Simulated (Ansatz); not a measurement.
# Na on Pd(100): change of the work function, part 2 of 4

How does Na on the top site change the work function of Pd(100) as the layer fills?

Ansatz 0.2.0; plane-wave DFT, PBEsol, Ansatz PAW (the session's first sound run).

So far, work function, upper face (eV): step 2 (the clean slab) 5.21.

### 3. Adsorbate added, coverage 0.25 ML

System of this step: Na/Pd(100). The cell holds 17 atoms: 16 Pd and 1 Na. Cell: a = 5.501 Å, b = 5.501 Å, c = 26.959 Å, α = 90.0°, β = 90.0°, γ = 90.0°. Vacuum lies along c.

The clean slab as it ended is repeated in the plane and the adsorbate is set on one face; the cell's size fixes the coverage, and the k-mesh shrinks with it to keep the sampling density about even. Adsorbate and upper layers relax, since the dipole depends on the height.

File input.yaml:

```yaml
crystal:
  lattice:
    - [5.5012907576, 0.0, 0.0]
    - [0.0, 5.5012907576, 0.0]
    - [0.0, 0.0, 26.9591062815]
  atoms:
    - { symbol: Pd, position: [0.25, 0.25, 0.3338389599] }
    - { symbol: Pd, position: [0.0, 0.0, 0.4059852684] }
    - { symbol: Pd, position: [0.25, 0.25, 0.4770987489] }
    - { symbol: Pd, position: [0.0, 0.0, 0.5473700102] }
    - { symbol: Pd, position: [0.25, 0.75, 0.3338389599] }
    - { symbol: Pd, position: [0.0, 0.5, 0.4059852684] }
    - { symbol: Pd, position: [0.25, 0.75, 0.4770987489] }
    - { symbol: Pd, position: [0.0, 0.5, 0.5473700102] }
    - { symbol: Pd, position: [0.75, 0.25, 0.3338389599] }
    - { symbol: Pd, position: [0.5, 0.0, 0.4059852684] }
    - { symbol: Pd, position: [0.75, 0.25, 0.4770987489] }
    - { symbol: Pd, position: [0.5, 0.0, 0.5473700102] }
    - { symbol: Pd, position: [0.75, 0.75, 0.3338389599] }
    - { symbol: Pd, position: [0.5, 0.5, 0.4059852684] }
    - { symbol: Pd, position: [0.75, 0.75, 0.4770987489] }
    - { symbol: Pd, position: [0.5, 0.5, 0.5473700102] }
    - { symbol: Na, position: [0.0, 0.0, 0.6661610401] }
kpoints:
  mp_grid: { grid: [6, 6, 1] }
hamiltonian:
  xc: pbesol
scf:
  occupations: { method: fermi_dirac, width: 0.1 }
  convergence: { dr2_threshold: 1.0e-08 }
efield:
  axis: 3
  dipole_correction: true
  ramp_position: 0.97
  ramp_width: 0.06
relax:
  f_tol: 0.02
  max_steps: 60
  constraints: [{ sites: [0, 1, 4, 5, 8, 9, 12, 13] }]
output:
  bader: true
  dos: { projected: true, e_range: [-8, 4] }
  write_potential: true
  write_density: true
  volumetric_format: npy
  elf: true
```

Run with:

```console
$ ansatz run input.yaml --threads 4 --pin off --max-ram 12288MiB --backend cpu --events-out ev --progress --plain --runs-dir out
```

Numbers of over 12 decimals in the logs are rounded to 6 here.

What it wrote:

```text
[...]
Crystal: 17 atoms, lattice volume = 815.896 Å³
Basis set: ecut = 420 eV, 15831 PW (Γ), exchange–correlation on 80×80×384 points (8 copies of the dense FFT grid, shifted against one another)
Bands: 179, of which v1, the nominal top of the filled ones, is band 149 counted from 1 (148 counted from 0)
Symmetry: 8 space group operations
[...]
k-points: 10 of 36
[...]
SCF iter   1: F=—  HF=-111976.427799 eV  |F-HF|=—  |Δ(HF+E_count)|=         —  Δρ=1.64e-2  dr2=1.66e1  ethr=1.77e-3  p=0.565 e·Å  D=1.25e-1 V/Å  ΔV_dip=-3.38 eV  dr2_dipole=9.30e-2  V_vac-E_F(+/−)=1.32/4.69 eV  ⟨swp⟩=7.4  Hψ=7431  notcnv=0  defer=55
[...]
SCF iter  13: F=-111975.929744 eV  HF=-111975.929744 eV  |F-HF|=2.09e-8  |Δ(HF+E_count)|=   4.65e-8  Δρ=6.78e-7  dr2=8.39e-9  ethr=3.37e-12  p=0.515 e·Å  D=1.14e-1 V/Å  ΔV_dip=-3.08 eV  dr2_dipole=2.70e-10  V_vac-E_F(+/−)=2.13/5.21 eV  ⟨swp⟩=20.0  Hψ=14565  notcnv=0
SCF 1 converged in 13 iterations: F = -111975.929744 eV  dr2 = 8.39e-9
[...]
relax step   1: F+E_penalty+E_count = -111975.92974352 eV  Δ(F+E_penalty+E_count) = +0.000e0 eV  max|allowed force component| = 9.078e-1 eV/Å  Δτ_max = 0.0000 Å  (13 SCF iters, accepted)
[...]
SCF iter  12: F=-111976.092172 eV  HF=-111976.092172 eV  |F-HF|=5.09e-10  |Δ(HF+E_count)|=   9.26e-9  Δρ=4.07e-7  dr2=3.39e-9  ethr=3.37e-12  p=0.537 e·Å  D=1.19e-1 V/Å  ΔV_dip=-3.21 eV  dr2_dipole=1.94e-10  V_vac-E_F(+/−)=2.00/5.21 eV  ⟨swp⟩=15.5  Hψ=11652  notcnv=0
SCF 2 converged in 12 iterations: F = -111976.092172 eV  dr2 = 3.39e-9
relax step   2: F+E_penalty+E_count = -111976.09217243 eV  Δ(F+E_penalty+E_count) = -1.624e-1 eV  max|allowed force component| = 9.255e-1 eV/Å  Δτ_max = 0.1988 Å  (12 SCF iters, accepted)
SCF iter   1: F=—  HF=-111976.291708 eV  |F-HF|=—  |Δ(HF+E_count)|=         —  Δρ=2.59e-3  dr2=1.54e-1  ethr=4.94e-4  p=0.537 e·Å  D=1.19e-1 V/Å  ΔV_dip=-3.21 eV  dr2_dipole=5.17e-3  V_vac-E_F(+/−)=2.02/5.22 eV  ⟨swp⟩=4.5  Hψ=4695  notcnv=0  defer=102
[...]
SCF iter  13: F=-111976.286721 eV  HF=-111976.286721 eV  |F-HF|=1.09e-9  |Δ(HF+E_count)|=   7.23e-9  Δρ=3.05e-7  dr2=1.80e-9  ethr=3.37e-12  p=0.559 e·Å  D=1.24e-1 V/Å  ΔV_dip=-3.34 eV  dr2_dipole=2.26e-10  V_vac-E_F(+/−)=1.87/5.21 eV  ⟨swp⟩=14.1  Hψ=11455  notcnv=0
SCF 3 converged in 13 iterations: F = -111976.286721 eV  dr2 = 1.80e-9
relax step   3: F+E_penalty+E_count = -111976.28672119 eV  Δ(F+E_penalty+E_count) = -1.945e-1 eV  max|allowed force component| = 7.323e-1 eV/Å  Δτ_max = 0.1950 Å  (13 SCF iters, accepted)
[...]
relax step   4: F+E_penalty+E_count = -111976.39680092 eV  Δ(F+E_penalty+E_count) = -1.101e-1 eV  max|allowed force component| = 3.262e-1 eV/Å  Δτ_max = 0.1949 Å  (12 SCF iters, accepted)
[...]
relax step   5: F+E_penalty+E_count = -111976.44097819 eV  Δ(F+E_penalty+E_count) = -4.418e-2 eV  max|allowed force component| = 9.103e-2 eV/Å  Δτ_max = 0.1751 Å  (12 SCF iters, accepted)
[...]
relax step   6: F+E_penalty+E_count = -111976.44206759 eV  Δ(F+E_penalty+E_count) = -1.089e-3 eV  max|allowed force component| = 2.538e-2 eV/Å  Δτ_max = 0.0221 Å  (9 SCF iters, accepted)
SCF iter   1: F=—  HF=-111976.441934 eV  |F-HF|=—  |Δ(HF+E_count)|=         —  Δρ=1.18e-4  dr2=1.40e-4  ethr=3.54e-7  p=0.557 e·Å  D=1.24e-1 V/Å  ΔV_dip=-3.33 eV  dr2_dipole=3.49e-6  V_vac-E_F(+/−)=1.88/5.21 eV  ⟨swp⟩=2.3  Hψ=2996  notcnv=0
[...]
SCF iter   8: F=-111976.442113 eV  HF=-111976.442113 eV  |F-HF|=1.96e-9  |Δ(HF+E_count)|=   6.91e-9  Δρ=4.32e-7  dr2=3.31e-9  ethr=3.37e-12  p=0.557 e·Å  D=1.24e-1 V/Å  ΔV_dip=-3.33 eV  dr2_dipole=6.52e-11  V_vac-E_F(+/−)=1.88/5.21 eV  ⟨swp⟩=10.0  Hψ=10994  notcnv=0
SCF 7 converged in 8 iterations: F = -111976.442113 eV  dr2 = 3.31e-9
relax step   7: F+E_penalty+E_count = -111976.44211256 eV  Δ(F+E_penalty+E_count) = -4.498e-5 eV  max|allowed force component| = 1.562e-3 eV/Å  Δτ_max = 0.0021 Å  (8 SCF iters, accepted)
NSCF: frozen V_eff on 10 k-points
[...]
SCF converged after 8 iterations
Free energy (F): -111976.442113 eV
[...]
Internal energy: -111975.444070 eV  (E = F + TS)
E sigma→0 (E₀):  -111975.943091 eV
Entropy (-TS):   -0.998043 eV (-58.708 meV/atom)
Fermi energy:    3.416478 eV
Dipole field:    D = 0.123587 V/Å  (p = 0.557242 e·Å, saw-weighted, corrected)
Work function:   Φ+ = 1.8785 eV   Φ− = 5.2103 eV
[...]
--- Forces (eV/Å), atoms counted from 1 ---
  atom   1  Pd     0.00165786     0.00165786     0.26616737
  atom   2  Pd     0.00000000     0.00000000    -0.12654580
  atom   3  Pd     0.00032652     0.00032652    -0.00070155
  atom   4  Pd     0.00000000     0.00000000     0.00156153
  atom   5  Pd     0.00165786    -0.00165786     0.26616737
  atom   6  Pd    -0.00000000     0.00000000    -0.27087252
  atom   7  Pd     0.00032652    -0.00032652    -0.00070155
  atom   8  Pd     0.00000000     0.00000000     0.00072138
  atom   9  Pd    -0.00165786     0.00165786     0.26616737
  atom  10  Pd     0.00000000     0.00000000    -0.27087252
  atom  11  Pd    -0.00032652     0.00032652    -0.00070155
  atom  12  Pd     0.00000000     0.00000000     0.00072138
  atom  13  Pd    -0.00165786    -0.00165786     0.26616737
  atom  14  Pd     0.00000000     0.00000000    -0.39553280
  atom  15  Pd    -0.00032652    -0.00032652    -0.00070155
  atom  16  Pd     0.00000000     0.00000000    -0.00099984
  atom  17  Na    -0.00000000     0.00000000    -0.00003105
  max |Σ_I F_I| component: 1.30e-5 eV/Å
--- Band table (eV; the first three rows and the last of 10) ---
  k-point 0: bands = [... 145 lower, 3.5091, 3.5091, 3.5900, 3.6566, 3.6982, 3.9576, 4.0625, 4.6966, ... 26 higher]
  k-point 1: bands = [... 145 lower, 3.3664, 3.4584, 3.4853, 3.5558, 3.7508, 3.7595, 3.8351, 3.9761, ... 26 higher]
  k-point 2: bands = [... 145 lower, 3.3031, 3.3145, 3.3301, 3.3693, 3.3966, 3.5146, 3.5405, 3.5631, ... 26 higher]
  k-point 9: bands = [... 145 lower, 2.8030, 2.8401, 2.8401, 3.4117, 3.4229, 3.4603, 3.4603, 3.9201, ... 26 higher]
--- Relaxed structure (7 steps of the walk, 7 accepted, 0 SCFs on fresh bases) ---
  F+E_penalty+E_count = -111976.44211256 eV   max|allowed force component| = 1.562e-3 eV/Å
  atoms:
    - { symbol: Pd, position: [0.250000, 0.250000, 0.333839] }
    - { symbol: Pd, position: [0.0, 0.0, 0.405985] }
    - { symbol: Pd, position: [0.253017, 0.253017, 0.477281] }
    - { symbol: Pd, position: [0, 0.0, 0.542456] }
    - { symbol: Pd, position: [0.250000, 0.750000, 0.333839] }
    - { symbol: Pd, position: [0.0, 0.500000, 0.405985] }
    - { symbol: Pd, position: [0.253017, 0.746983, 0.477281] }
    - { symbol: Pd, position: [0, 0.500000, 0.549788] }
    - { symbol: Pd, position: [0.750000, 0.250000, 0.333839] }
    - { symbol: Pd, position: [0.500000, 0.0, 0.405985] }
    - { symbol: Pd, position: [0.746983, 0.253017, 0.477281] }
    - { symbol: Pd, position: [0.500000, 0.0, 0.549788] }
    - { symbol: Pd, position: [0.750000, 0.750000, 0.333839] }
    - { symbol: Pd, position: [0.500000, 0.500000, 0.405985] }
    - { symbol: Pd, position: [0.746983, 0.746983, 0.477281] }
    - { symbol: Pd, position: [0.500000, 0.500000, 0.549705] }
    - { symbol: Na, position: [0, 0.0, 0.636970] }
--- Bader charges: 17 sites ---
  site symbol  charge [e]  shift [e]
     0     Pd     -0.0309     0.0000
     1     Pd      0.0297     0.0000
     2     Pd      0.0217     0.0001
     3     Pd     -0.2780     0.0004
     4     Pd     -0.0309     0.0000
     5     Pd      0.0296     0.0000
     6     Pd      0.0217     0.0001
     7     Pd     -0.2155     0.0000
     8     Pd     -0.0309     0.0000
     9     Pd      0.0296     0.0000
    10     Pd      0.0217     0.0001
    11     Pd     -0.2155     0.0000
    12     Pd     -0.0309     0.0000
    13     Pd      0.0273     0.0000
    14     Pd      0.0217     0.0001
    15     Pd     -0.1194     0.0000
    16     Na      0.7490     0.0002
  estimated error of the sums over rays = 5.8e-4 e
```

Elapsed: 6.3 min, on 4 threads of Arm Neoverse V1, shared host; peak memory 3.6 GiB.

Step by step:

```csv
step,energy less that of the first step (eV),largest force component (eV/Å)
1,0.0000,0.9078
2,-0.1624,0.9255
3,-0.3570,0.7323
4,-0.4671,0.3262
5,-0.5112,0.0910
6,-0.5123,0.0254
7,-0.5124,0.0016
```

The run keeps the 8 symmetry operations that it works with, so distortions that break them were not tested.

The atoms that moved most (Å):

```csv
atom,dx,dy,dz,length
Na17,0.000,0.000,-0.787,0.787
Pd4,0.000,0.000,-0.132,0.132
Pd12,0.000,0.000,0.065,0.065
Pd8,0.000,0.000,0.065,0.065
Pd16,0.000,0.000,0.063,0.063
Pd3,0.017,0.017,0.005,0.024
Pd7,0.017,-0.017,0.005,0.024
Pd11,-0.017,0.017,0.005,0.024
```

The relaxed structure:

```
Pd Na
1.0
     5.50129    0.00000    0.00000
     0.00000    5.50129    0.00000
     0.00000    0.00000   26.95911
Pd Na
16 1
Direct
  0.25000 0.25000 0.33384
  0.00000 0.00000 0.40599
  0.25302 0.25302 0.47728
  0.00000 0.00000 0.54246
  0.25000 0.75000 0.33384
  0.00000 0.50000 0.40599
  0.25302 0.74698 0.47728
  0.00000 0.50000 0.54979
  0.75000 0.25000 0.33384
  0.50000 0.00000 0.40599
  0.74698 0.25302 0.47728
  0.50000 0.00000 0.54979
  0.75000 0.75000 0.33384
  0.50000 0.50000 0.40599
  0.74698 0.74698 0.47728
  0.50000 0.50000 0.54971
  0.00000 0.00000 0.63697
```

Numbers from this step:

```yaml
energy_at_zero_smearing: -111975.9431 eV
work_function_upper_face: 1.878 eV
work_function_lower_face: 5.210 eV
dipole_along_the_normal: 0.5572 e·Å
step_between_the_vacuum_levels: -3.332 eV
```

Running mean over 1.945 Å of the planar mean; the ramp of the sawtooth is left out. Electron's electrostatic potential energy less the Fermi level against z:

```csv
z (Å),electron's electrostatic potential energy less the Fermi level (eV)
3.5,5.21
4.0,5.21
4.5,5.21
5.0,5.21
5.5,5.20
6.0,5.17
6.5,5.07
7.0,4.66
7.5,2.83
8.0,-1.57
8.5,-6.10
9.0,-8.00
9.5,-8.32
10.0,-8.38
10.5,-8.46
11.0,-8.58
11.5,-8.75
12.0,-8.82
12.5,-8.74
13.0,-8.73
13.5,-8.86
14.0,-8.79
14.5,-8.40
15.0,-7.52
15.5,-4.57
16.0,-0.453
16.5,1.44
17.0,1.36
17.5,0.960
18.0,1.03
18.5,1.53
19.0,1.75
19.5,1.82
20.0,1.85
20.5,1.87
21.0,1.87
21.5,1.88
22.0,1.88
22.5,1.88
23.0,1.88
23.5,1.88
```

The density of states has structure finer than the step of the table below, so its rows give means over 0.25 eV, whole bins alone (the curve runs from -8 to 1.98 eV). Peaks (eV: height): -3.640: 71.3, -2.680: 52.6, -2.560: 65.2, -1.740: 50.8, -1.620: 63.5, -0.540: 50.0, 0.000: 57.3.

The density of states by energy, zero at the Fermi level; means over each step:

```csv
energy (eV),density of states (states/eV a cell)
-7.00,0
-6.75,0.170
-6.50,1.16
-6.25,1.20
-6.00,1.34
-5.75,1.48
-5.50,1.74
-5.25,4.43
-5.00,17.0
-4.75,26.4
-4.50,28.2
-4.25,23.6
-4.00,30.0
-3.75,28.9
-3.50,27.2
-3.25,19.7
-3.00,30.0
-2.75,30.5
-2.50,44.6
-2.25,35.6
-2.00,21.9
-1.75,37.4
-1.50,34.1
-1.25,34.3
-1.00,39.0
-0.75,33.0
-0.50,41.1
-0.25,33.8
0.00,37.2
0.25,10.5
0.50,6.30
0.75,5.37
1.00,6.12
1.25,5.98
1.50,4.93
1.75,5.72
```

Projected DOS per atom over height of the atomic layer and energy from the Fermi level. Layers: Pd4 Pd4 Pd4 Pd4 Na from below.

Values in states/eV, 22 rows by 5 columns, each cell a mean:
```
0.03 0.03 0.04 0.03 0.27
0.05 0.05 0.06 0.05 0.48
0.10 0.10 0.11 0.09 0.45
0.38 0.25 0.25 0.36 0.54
1.76 2.13 2.06 1.46 0.34
2.73 2.05 1.89 2.46 0.20
2.79 1.56 1.67 2.53 0.36
2.31 1.59 1.65 2.37 0.32
2.44 1.21 1.08 2.34 0.25
2.57 1.88 1.84 2.66 0.14
1.71 2.20 2.29 2.03 0.07
1.42 1.49 1.31 1.30 0.03
1.64 1.78 1.56 1.66 0.03
1.15 2.00 1.91 1.29 0.07
0.51 2.31 2.73 0.81 0.16
0.21 1.06 1.26 0.33 0.10
0.02 0.06 0.07 0.03 0.03
0.01 0.01 0.01 0.01 0.03
0.00 0.00 0.01 0.00 0.03
0.00 0.00 0.00 0.00 0.00
0.00 0.00 0.00 0.00 0.00
0.00 0.00 0.00 0.00 0.00
```
Columns: height of the atomic layer (Å) from 9 to 17.2 (not evenly spaced); rows upwards: energy from the Fermi level (eV) from -7.96 to 1.95.

Valence density in the ca plane at fractional y = 0.000, with atoms of Pd and Na within 0.2 Å of it. It is the smooth field of the valence electrons, not physical close to the nuclei.

Values in units of 1e0 e/Å³, 8 rows by 16 columns, each cell a mean:
```
0.1 0.2 3.9 5.0 0.2 0.4 6.4 2.4 0.9 5.0 0.0 0.0 0.0 0.0 0.0 0.0
0.2 0.2 0.4 0.5 0.2 0.3 0.5 0.3 0.1 0.1 0.0 0.0 0.0 0.0 0.0 0.0
0.1 0.2 0.8 1.0 0.2 0.2 1.0 0.8 0.1 0.0 0.0 0.0 0.0 0.0 0.0 0.0
0.1 0.2 5.5 6.8 0.2 0.2 6.8 5.5 0.1 0.0 0.0 0.0 0.0 0.0 0.0 0.0
0.1 0.2 3.9 5.0 0.2 0.2 4.9 4.0 0.1 0.0 0.0 0.0 0.0 0.0 0.0 0.0
0.2 0.2 0.4 0.5 0.2 0.2 0.5 0.4 0.1 0.0 0.0 0.0 0.0 0.0 0.0 0.0
0.1 0.2 0.8 1.0 0.2 0.3 1.3 0.5 0.1 0.3 0.0 0.0 0.0 0.0 0.0 0.0
0.1 0.2 5.5 6.8 0.2 0.5 8.8 3.4 1.5 8.6 0.1 0.0 0.0 0.0 0.0 0.0
```
Columns run along c (16.0 Å, from fractional 0.30 to 0.89 of the cell), rows up along a (5.5 Å). Atoms in or near the plane, at fractional coordinates: Pd at (0.41, 0.00), Pd at (0.54, 0.00), Pd at (0.41, 0.50), Pd at (0.55, 0.50), Na at (0.64, 0.00).

Electrostatic potential energy in the ca plane at fractional y = 0.000, with atoms of Pd and Na within 0.2 Å of it. With pseudopotentials it is smooth inside the atoms' cores, unlike the true potential.

Ten even steps from '0' (-56 eV) to '9' (7 eV), each cell a mean:
```
99999840015999995101489730278999999999999999
99999974347999997434799876789999999999999999
99999998789999999888999998899999999999999999
99999999999999999999999999999999999999999999
99999998789999999887899999999999999999999999
99999974347999998633589999999999999999999999
99999840015999997300269999999999999999999999
99999830004899997200169999999999999999999999
99999952126999998411379999999999999999999999
99999986568999999866799999999999999999999999
99999999899999999999999999999999999999999999
99999999899999999999999999999999999999999999
99999986568999998656899987889999999999999999
99999852126999996212589852478999999999999999
99999830004899984000489710068999999999999999
```
Columns run along c (16.0 Å, from fractional 0.30 to 0.89 of the cell; values clipped at the 3rd and 97th percentile), rows up along a (5.5 Å). Atoms in or near the plane, at fractional coordinates: Pd at (0.41, 0.00), Pd at (0.54, 0.00), Pd at (0.41, 0.50), Pd at (0.55, 0.50), Na at (0.64, 0.00).

ELF in the ca plane at fractional y = 0.000, with atoms of Pd and Na within 0.2 Å of it. It is the smooth field of the valence electrons, not physical close to the nuclei.

Values, 8 rows by 16 columns, each cell a mean:
```
0.15 0.19 0.40 0.43 0.18 0.21 0.45 0.39 0.24 0.51 0.08 0.08 0.05 0.01 0.00 0.00
0.19 0.20 0.22 0.23 0.21 0.21 0.24 0.24 0.13 0.08 0.02 0.08 0.03 0.00 0.00 0.00
0.18 0.20 0.26 0.28 0.20 0.20 0.27 0.27 0.20 0.11 0.09 0.05 0.01 0.00 0.00 0.00
0.14 0.19 0.43 0.44 0.18 0.18 0.44 0.44 0.21 0.16 0.09 0.03 0.01 0.00 0.00 0.00
0.15 0.19 0.40 0.43 0.18 0.18 0.43 0.42 0.21 0.16 0.10 0.04 0.01 0.00 0.00 0.00
0.19 0.20 0.22 0.23 0.21 0.21 0.23 0.24 0.19 0.07 0.07 0.07 0.02 0.00 0.00 0.00
0.18 0.20 0.26 0.28 0.20 0.20 0.30 0.27 0.13 0.20 0.02 0.08 0.04 0.01 0.00 0.00
0.15 0.19 0.43 0.44 0.18 0.22 0.44 0.43 0.28 0.48 0.11 0.08 0.06 0.01 0.00 0.00
```
Columns run along c (16.0 Å, from fractional 0.30 to 0.89 of the cell), rows up along a (5.5 Å). Atoms in or near the plane, at fractional coordinates: Pd at (0.41, 0.00), Pd at (0.54, 0.00), Pd at (0.41, 0.50), Pd at (0.55, 0.50), Na at (0.64, 0.00).

The relaxation took 7 steps and lowered the energy by 0.51 eV; the largest force on the free atoms ends at 0.0016 eV/Å.

By hand: a sheet of dipoles makes a step −p/(ε₀A) in the electron's potential. With e/ε₀ = 180.95 V·Å, p = 0.5572 e·Å and A = 30.26 Å², that is −180.95 × (0.5572) / 30.26 = -3.332 eV, and the two vacuum levels of the run differ by -3.332 eV.

The covered face has 1.88 eV, -3.33 eV against the clean one; the bare back face has moved by +0.00 eV, a measure of how thin the slab is.

(Part 2 of 4 ends here.)

[Logs are printed without paths, hosts, clocks, repeated set-up lines and the standing remarks that a program may print on its own settings, such as how far it seeks lower states.]

[Hosts, paths, dates, database ids (printed as entryN), source tags and the programs' standing remarks are cut or masked in the printed files.]

[Maps of the electrostatic potential energy from Ansatz leave out the sawtooth potential of an applied field or a dipole correction, so their vacuum need not be flat; planar profiles and work functions include it.]
